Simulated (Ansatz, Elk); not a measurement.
**Bonding as seen by X-rays: Tl3Cd2Bi**

Structure refinements treat a crystal as free atoms side by side. For a made-up structure of Tl3Cd2Bi (cell and positions from a PBE relaxation) the runs below show what the calculated density changes in F(hkl).

Calculated with Elk 11.2.3 (patched build); DFT, PBE, all-electron APW+lo, Dirac cores, scalar-relativistic bands, static density, no spin.

The structure was built from a prototype and need not be the compound's stable phase.

## 1. Set-up

The structure is hexagonal, space group P6/mmm (No. 191). Conventional cell: a = 6.316 Å, b = 6.316 Å, c = 5.528 Å, α = 90.00°, β = 90.00°, γ = 120.00°. Nearest to Bi lie 6 Cd at 3.65 Å. Tl has 4 Tl at 3.16 Å and 4 Cd at 3.31 Å nearest. Nearest to Cd lie 6 Tl at 3.31 Å and 3 Cd at 3.65 Å and 3 Bi at 3.65 Å. Farther neighbours are not listed.

## 2. Ground state and structure factors

An all-electron density is needed, since X-rays see the cores too. Task 0 finds the density and task 195 Fourier-transforms it; tshift is off so that phases refer to the origin typed.

The input, elk.in:

```
tasks
  0
  195

xctype
  20

spinpol
  .false.

rgkmax
  7.0

gmaxvr
  14.0

lmaxo
  7

lmaxapw
  8

swidth
  0.002

tshift
  .false.

ramdisk
  .false.

hmaxvr
  5.5

maxscl
  120

epspot
  1e-06

sppath
  './'

avec
  11.93627205754 -0.00000000000 0.00000000000
  -5.96813602877 10.33711482831 -0.00000000000
  0.00000000000 -0.00000000000 10.44553920125

atoms
  3
  'Bi.in'
  1
  -0.0000000000 0.0000000000 0.0000000000   0.000000 0.000000 0.000000
  'Tl.in'
  3
  0.5000000000 0.0000000000 0.5000000000   0.000000 0.000000 0.000000
  0.5000000000 0.5000000000 0.5000000000   0.000000 0.000000 0.000000
  -0.0000000000 0.5000000000 0.5000000000   0.000000 0.000000 0.000000
  'Cd.in'
  2
  0.6666666667 0.3333333333 -0.0000000000   0.000000 0.000000 0.000000
  0.3333333333 0.6666666667 -0.0000000000   0.000000 0.000000 0.000000

ngridk
  4 4 4
```

Run with:

```bash
$ OMP_NUM_THREADS=4 elk
```

Numbers of over 12 decimals in the logs are rounded to 6 here.

Log:

```text
┌─────────────────────────┐
│ Elk code version 11.2.3 │
└─────────────────────────┘

All units are atomic (Hartree, Bohr, etc.)

┌─────────────────────────────────────────────────┐
│ Ground-state run starting from atomic densities │
└─────────────────────────────────────────────────┘

Lattice vectors :
   11.93627206      -0.000000000       0.000000000
  -5.968136029       10.33711483      -0.000000000
   0.000000000      -0.000000000       10.44553920

Reciprocal lattice vectors :
  0.5263942776      0.3039138779       0.000000000
   0.000000000      0.6078277558       0.000000000
   0.000000000       0.000000000      0.6015185225

Unit cell volume      :    1288.839723
Brillouin zone volume :   0.1924600934

Muffin-tin inner radius fraction :   0.1000000000E-01

Nuclei treated as point charges

Species : 1 (Bi)
 parameters loaded from : Bi.in
 name : bismuth
 nuclear charge    :   -83.00000000
 electronic charge :    83.00000000
 atomic mass :    380947.9285
 muffin-tin radius :    2.800000000
 number of radial points in muffin-tin :   1393
 inner part over the whole radius :   0.9976520004E-02
 number on inner part of muffin-tin    :   1001
 approximate nuclear radius :   0.1052171418E-03
 number of mesh points to nuclear radius :    526
 atomic positions (lattice), magnetic fields (Cartesian) :
  1 :   0.00000000  0.00000000  0.00000000    0.00000000  0.00000000  0.00000000

Species : 2 (Tl)
 parameters loaded from : Tl.in
 name : thallium
 nuclear charge    :   -81.00000000
 electronic charge :    81.00000000
 atomic mass :    372567.9643
 muffin-tin radius :    2.800000000
 number of radial points in muffin-tin :   1393
 inner part over the whole radius :   0.9893942913E-02
 number on inner part of muffin-tin    :   1000
 approximate nuclear radius :   0.1043008296E-03
 number of mesh points to nuclear radius :    525
 atomic positions (lattice), magnetic fields (Cartesian) :
  1 :   0.50000000  0.00000000  0.50000000    0.00000000  0.00000000  0.00000000
  2 :   0.50000000  0.50000000  0.50000000    0.00000000  0.00000000  0.00000000
  3 :   0.00000000  0.50000000  0.50000000    0.00000000  0.00000000  0.00000000

Species : 3 (Cd)
 parameters loaded from : Cd.in
 name : cadmium
 nuclear charge    :   -48.00000000
 electronic charge :    48.00000000
 atomic mass :    204912.7176
 muffin-tin radius :    2.600000000
 number of radial points in muffin-tin :   1193
 inner part over the whole radius :   0.9972693929E-02
 number on inner part of muffin-tin    :    850
 approximate nuclear radius :   0.8708852602E-04
 number of mesh points to nuclear radius :    426
 atomic positions (lattice), magnetic fields (Cartesian) :
  1 :  -0.33333333  0.33333333  0.00000000    0.00000000  0.00000000  0.00000000
  2 :   0.33333333 -0.33333333  0.00000000    0.00000000  0.00000000  0.00000000

Total number of atoms per unit cell :    6
Total muffin-tin volume :    515.0536436
 ratio of muffin-tin to unit cell volume :   0.3996258298

Spin treatment :
 spin-unpolarised

Number of Bravais lattice symmetries :   24
Number of crystal symmetries         :   24
Crystal has inversion symmetry
Real symmetric eigensolver will be used

k-point grid :      4     4     4
k-point offset :    0.000000000       0.000000000       0.000000000
k-point set is reduced with full crystal symmetry group
Total number of k-points :       12

Muffin-tin radius times maximum |G+k| :    7.000000000
 using average radius
Maximum |G+k| for APW functions       :    2.560975610
Maximum (1/2)|G+k|²                   :    3.279298037
Maximum |G| for potential and density :    14.00000000
Constant for pseudocharge density :   10
 order of it for each species :   17  17  17
 order of it for pair densities of each species (exact exchange by exxq0 0: 18) :   10  10   8
Radial integration step length :    1

G-vector grid sizes :     54    54    48
Number of G-vectors :    59783

Maximum angular momentum used for
 APW functions            :    8
 outer part of muffin-tin :    7
[...]
electron entropic           :    -0.19300620043254E-02
 total energy                :     -93640.997778966

Density of states at Fermi energy :    158.5198380
 (states/Hartree/unit cell)

Estimated indirect band gap :   0.3351956322E-02
 from k-point 12 to k-point 7
Estimated direct band gap   :   0.3640534994E-02
 at k-point 12

Charges :
 core                        :    314.0000000
 valence                     :    108.0000000
 interstitial                :    9.451720768
 muffin-tins (core leakage)
  species : 1 (Bi)
[...]
species : 2 (Tl)
[...]
species : 3 (Cd)
[...]
total in muffin-tins        :    412.5482792
 total calculated charge     :    421.9985156
 total charge                :    422.0000000
 error                       :   0.1484443175E-02

RMS change in Kohn-Sham potential (target) :   0.1513287225     (  0.1000000000E-05)
Absolute change in total energy (target)   :   0.7131757083     (  0.1000000000E-03)

[... loops 3 to 15 left out ...]

┌──────────────────┐
│ Loop number : 16 │
└──────────────────┘

Energies :
 Fermi                       :     0.154791
 sum of occupied eigenvalues :     -57700.973304848
 electron kinetic            :      107525.79676211
 core electron kinetic       :      106315.55054093
 Coulomb                     :     -199310.93907842
 Coulomb potential           :     -162801.35644638
 nuclear-nuclear             :     -7176.6271174619
 electron-nuclear            :     -221595.61725343
 Hartree                     :      29461.305292471
 Madelung                    :     -117910.26085523
 xc potential                :     -2425.4136205783
 exchange                    :     -1828.8825345185
 correlation                 :     -25.178653054389
 electron entropic           :    -0.22125728280303E-02
 total energy                :     -93639.205716454

Density of states at Fermi energy :    188.2623414
 (states/Hartree/unit cell)

Estimated indirect band gap :   0.5316275757E-03
 from k-point 4 to k-point 3
Estimated direct band gap   :   0.6137756094E-02
 at k-point 4

Charges :
 core                        :    314.0000000
 valence                     :    108.0000000
 interstitial                :    9.183248965
 muffin-tins (core leakage)
  species : 1 (Bi)
[...]
species : 2 (Tl)
[...]
species : 3 (Cd)
[...]
total in muffin-tins        :    412.8167510
 total calculated charge     :    421.9985454
 total charge                :    422.0000000
 error                       :   0.1454641496E-02

RMS change in Kohn-Sham potential (target) :   0.5218009240E-07 (  0.1000000000E-05)
Absolute change in total energy (target)   :   0.5153185339E-04 (  0.1000000000E-03)

Convergence targets achieved

┌──────────────────┐
│ Loop number : 17 │
└──────────────────┘

Energies :
 Fermi                       :     0.154791
 sum of occupied eigenvalues :     -57700.973313123
 electron kinetic            :      107525.79674690
 core electron kinetic       :      106315.55052578
 Coulomb                     :     -199310.93907045
 Coulomb potential           :     -162801.35644195
 nuclear-nuclear             :     -7176.6271174619
 electron-nuclear            :     -221595.61724182
 Hartree                     :      29461.305288831
 Madelung                    :     -117910.26084948
 xc potential                :     -2425.4136180761
 exchange                    :     -1828.8825344048
 correlation                 :     -25.178653054315
 electron entropic           :    -0.22125726846517E-02
 total energy                :     -93639.205723583

Density of states at Fermi energy :    188.2623313
 (states/Hartree/unit cell)

Estimated indirect band gap :   0.5316357547E-03
 from k-point 4 to k-point 3
Estimated direct band gap   :   0.6137762384E-02
 at k-point 4

Charges :
 core                        :    314.0000000
 valence                     :    108.0000000
 interstitial                :    9.183249003
 muffin-tins (core leakage)
  species : 1 (Bi)
[...]
species : 2 (Tl)
[...]
atom 3                    :    79.59293503     (  0.3663809529E-04)
  species : 3 (Cd)
   atom 1                    :    46.51972497     (  0.2392888151E-03)
   atom 2                    :    46.51972497     (  0.2392888151E-03)
 total in muffin-tins        :    412.8167510
 total calculated charge     :    421.9985454
 total charge                :    422.0000000
 error                       :   0.1454641500E-02

┌──────────────────────────────┐
│ Self-consistent loop stopped │
└──────────────────────────────┘

Warning : core states of species 1 leak from the muffin-tin :   0.6610773087E-03

Warning : core states of species 3 leak from the muffin-tin :   0.2392888151E-03

Wrote STATE.OUT
```

Elapsed: 64 s, on 4 threads of Arm Neoverse V1, shared host; peak memory 0.33 GiB; 2.2 min of CPU time.

SFACRHO.OUT:

```text

h k l indices transformed by vhmat matrix:
   1.000000000       0.000000000       0.000000000    
   0.000000000       1.000000000       0.000000000    
   0.000000000       0.000000000       1.000000000    

      h      k      l  multipl.   |H|            Re(F)            Im(F)           |F|

      0      0      0      1   0.0000000       422.00000      0.10741587E-15   422.00000    
      0      0      1      2  0.60151852      -62.517642     -0.73526879E-13   62.517642    
     -1      1      0      6  0.60782776      -43.531439     -0.44715610E-14   43.531439    
     -1      1     -1     12  0.85514859       107.54559     -0.62601855E-13   107.54559    
      2     -1      0      6   1.0527886       84.174633     -0.17361350E-13   84.174633    
      0      0      2      2   1.2030370       362.50266      0.13690628E-12   362.50266    
      1      1     -1     12   1.2125132       221.43786     -0.50430355E-13   221.43786    
      0      2      0      6   1.2156555       242.14289     -0.17886244E-13   242.14289    
      1     -1      2     12   1.3478697      -37.303846     -0.10284590E-12   37.303846    
      0     -2      1     12   1.3563343      -174.06234     -0.11626059E-12   174.06234    
      1      1      2     12   1.5986438       74.377660     -0.11649215E-12   74.377660    
      2      1      0     12   1.6081611      -34.936585      0.35772488E-13   34.936585    
      0     -2     -2     12   1.7102972       222.63740     -0.22357805E-12   222.63740    
     -1      3      1     24   1.7169760       94.183868      0.26829366E-13   94.183868    
      0      0     -3      2   1.8045556      -55.220607      0.26747291E-12   55.220607    
      3     -3      0      6   1.8234833       70.651840      0.69363235E-14   70.651840    
      1     -1      3     12   1.9041731       91.424640      0.89431221E-13   91.424640    
      0      3      1     12   1.9201343       192.68897     -0.32988843E-12   192.68897
```

Elk indexes on the primitive cell of elk.in and gives |H| = 4π sin θ/λ in inverse bohr. Below, one row stands for each form hkl of the conventional cell (m members, Friedel mates merged), F is for one primitive cell and the density is static (no thermal factor). Free-atom factors are Waasmaier and Kirfel's, and R is Σm||F|−|F'||/Σm|F|.

```csv
hkl,m,sin θ/λ (Å⁻¹),"abs F, DFT",neutral atoms,diff.
001,2,0.090,62.518,62.571,-0.054
100,6,0.091,43.531,43.541,-0.009
101,12,0.129,107.546,107.573,-0.027
110,6,0.158,84.175,84.283,-0.109
002,2,0.181,362.503,363.109,-0.606
111,12,0.182,221.438,221.914,-0.476
200,6,0.183,242.143,242.382,-0.239
102,12,0.203,37.304,37.399,-0.095
201,12,0.204,174.062,174.344,-0.282
112,12,0.240,74.378,74.500,-0.122
210,12,0.242,34.937,35.082,-0.145
202,12,0.257,222.637,222.772,-0.135
211,24,0.258,94.184,94.192,-0.008
003,2,0.271,55.221,55.248,-0.027
300,6,0.274,70.652,70.714,-0.063
103,12,0.286,91.425,91.441,-0.017
301,12,0.289,192.689,192.763,-0.074
212,24,0.302,31.597,31.687,-0.090
113,12,0.314,186.282,186.334,-0.052
220,6,0.317,305.097,305.212,-0.115
203,12,0.327,148.230,148.336,-0.106
302,12,0.329,65.083,65.042,+0.041
```

## 3. The highest occupied states alone

An energy window below the Fermi level keeps the highest occupied states, to see at which angles they scatter; shallow core shells can lie inside it and anion s states outside. No new self-consistency is needed.

elk.in, as its differences from that of step 2:

```diff
@@ -1,3 +1,2 @@
 tasks
-  0
   195
@@ -40,2 +39,5 @@
 
+wsfac
+  -0.212700 0.454790
+
 sppath
```

Run with:

```bash
$ OMP_NUM_THREADS=4 elk
```

Log:

```text
┌─────────────────────────────────┐
│ Elk code version 11.2.3 started │
└─────────────────────────────────┘

Info(readinput): the functional depends on the density's gradient
 muffin-tin radial points multiplied by    2.00000
 (not where nrmtscf is given)

┌────────────────────┐
│ Current task : 195 │
└────────────────────┘

Info(sfacrho): density structure factors written to SFACRHO.OUT

 Energy window :  -0.2127000000      0.4547900000

┌──────────────────┐
│ Elk code stopped │
└──────────────────┘
```

Wall time 35 s (4 threads); peak memory 0.21 GiB; 41 s of CPU time.

States within 10 eV below the Fermi level hold 36.00 electrons; any levels below the window count with the cores. Their amplitudes can exceed the total, where window and core parts have opposite phase:

| hkl | sin θ/λ (Å⁻¹) | abs F, window | abs F, all |
| --- | --- | --- | --- |
| 001 | 0.090 | 16.222 | 62.518 |
| 100 | 0.091 | 9.804 | 43.531 |
| 101 | 0.129 | 6.459 | 107.546 |
| 110 | 0.158 | 14.103 | 84.175 |
| 002 | 0.181 | 13.653 | 362.503 |
| 111 | 0.182 | 12.953 | 221.438 |
| 200 | 0.183 | 5.122 | 242.143 |
| 102 | 0.203 | 5.740 | 37.304 |
| 201 | 0.204 | 6.029 | 174.062 |
| 112 | 0.240 | 8.644 | 74.378 |

## 4. Another functional

The difference from free atoms is small, so it is set against the change that LDA (Perdew-Wang) makes.

elk.in, as its differences from that of step 3:

```diff
@@ -1,2 +1,3 @@
 tasks
+  0
   195
@@ -4,3 +5,3 @@
 xctype
-  20
+  3
 
@@ -39,5 +40,2 @@
 
-wsfac
-  -0.212700 0.454790
-
 sppath
```

Run with:

```bash
$ OMP_NUM_THREADS=4 elk
```

Log:

```text
┌─────────────────────────┐
│ Elk code version 11.2.3 │
└─────────────────────────┘

All units are atomic (Hartree, Bohr, etc.)

┌─────────────────────────────────────────────────┐
│ Ground-state run starting from atomic densities │
└─────────────────────────────────────────────────┘

Lattice vectors :
   11.93627206      -0.000000000       0.000000000
  -5.968136029       10.33711483      -0.000000000
   0.000000000      -0.000000000       10.44553920

Reciprocal lattice vectors :
  0.5263942776      0.3039138779       0.000000000
[...]
species : 3 (Cd)
   atom 1                    :    46.53148087     (  0.2400295949E-03)
   atom 2                    :    46.53148087     (  0.2400295949E-03)
 total in muffin-tins        :    412.8725252
 total calculated charge     :    421.9985536
 total charge                :    422.0000000
 error                       :   0.1446410445E-02

┌──────────────────────────────┐
│ Self-consistent loop stopped │
└──────────────────────────────┘

Warning : core states of species 1 leak from the muffin-tin :   0.6603326175E-03

Warning : core states of species 3 leak from the muffin-tin :   0.2400295949E-03

Wrote STATE.OUT
[key lines of the parts left out:]
total energy                :     -93584.595553703
```

The job ended after 36 s (4 threads; peak memory 0.26 GiB; 77 s of CPU time).

Against the first run R = 0.01 %; the largest change is -0.064 at 220.

## 5. A coarser k-mesh

About half the k-points along each axis test the sampling.

elk.in, as its differences from that of step 4:

```diff
@@ -5,3 +5,3 @@
 xctype
-  3
+  20
 
@@ -64,2 +64,2 @@
 ngridk
-  4 4 4
+  2 2 2
```

Run with:

```bash
$ OMP_NUM_THREADS=4 elk
```

Log:

```text
┌─────────────────────────┐
│ Elk code version 11.2.3 │
└─────────────────────────┘

All units are atomic (Hartree, Bohr, etc.)

┌─────────────────────────────────────────────────┐
│ Ground-state run starting from atomic densities │
└─────────────────────────────────────────────────┘

Lattice vectors :
   11.93627206      -0.000000000       0.000000000
  -5.968136029       10.33711483      -0.000000000
   0.000000000      -0.000000000       10.44553920

Reciprocal lattice vectors :
  0.5263942776      0.3039138779       0.000000000
[...]
species : 3 (Cd)
   atom 1                    :    46.50235913     (  0.2390087351E-03)
   atom 2                    :    46.50235913     (  0.2390087351E-03)
 total in muffin-tins        :    412.7469064
 total calculated charge     :    421.9986810
 total charge                :    422.0000000
 error                       :   0.1319049477E-02

┌──────────────────────────────┐
│ Self-consistent loop stopped │
└──────────────────────────────┘

Warning : core states of species 1 leak from the muffin-tin :   0.6590028021E-03

Warning : core states of species 3 leak from the muffin-tin :   0.2390087351E-03

Wrote STATE.OUT
[key lines of the parts left out:]
total energy                :     -93639.231555561
```

The job ended after 51 s (4 threads; peak memory 0.33 GiB).

Against the first run R = 0.00 %; the largest change is -0.144 at 002.

## 6. Settings against the effect

```
              run  R against the first run (%)  R against neutral atoms, low angle (%)  wall time
    PBE, rgkmax 7                         0.00                                    0.10       64 s
LDA (Perdew-Wang)                         0.01                                    0.11       36 s
     k-mesh 2×2×2                         0.00                                    0.11       51 s
```

## 7. Summary of results

```yaml
r_against_neutral_atoms_sin_theta_lambda_0p3_a_minus1: 0.10 %
r_against_neutral_atoms_0p3_to_0p71_a_minus1: 0.06 %
```

**Reading.** Independent neutral atoms miss the calculated amplitudes by R = 0.10 % below 0.3 Å⁻¹ and 0.06 % from there to 0.71 Å⁻¹; by shells, 0.03 % below 0.15 Å⁻¹ (3 forms), 0.11 % 0.15 to 0.3 (14 forms), 0.06 % 0.3 to 0.45 (27 forms), 0.07 % above 0.45 (105 forms). Bonding, aspherical density and the tables' own atoms all enter these figures, and the runs don't part them. The largest change of an amplitude is -0.61 electrons, at 002. The window's part falls from 36.0 electrons at the origin to at most 1.15 between 0.45 and 0.71 Å⁻¹, where compact states inside the window still scatter. Below 0.3 Å⁻¹ the changes that finished (LDA (Perdew-Wang) and k-mesh 2×2×2) move F by R = 0.02 % at most, against the 0.10 % that separates it from free atoms. The basis has no finished test. Spin-orbit coupling is left out, which can matter for elements this heavy. Part of the difference isn't bonding: the tables are fits to free atoms and ions calculated by other methods than this functional. Thermal motion, anomalous dispersion and extinction are left out.

[Logs are printed without paths, hosts, clocks, repeated set-up lines and the standing remarks that a program may print on its own settings, such as how far it seeks lower states.]

[Hosts, paths, dates, database ids (printed as entryN), source tags and the programs' standing remarks are cut or masked in the printed files.]
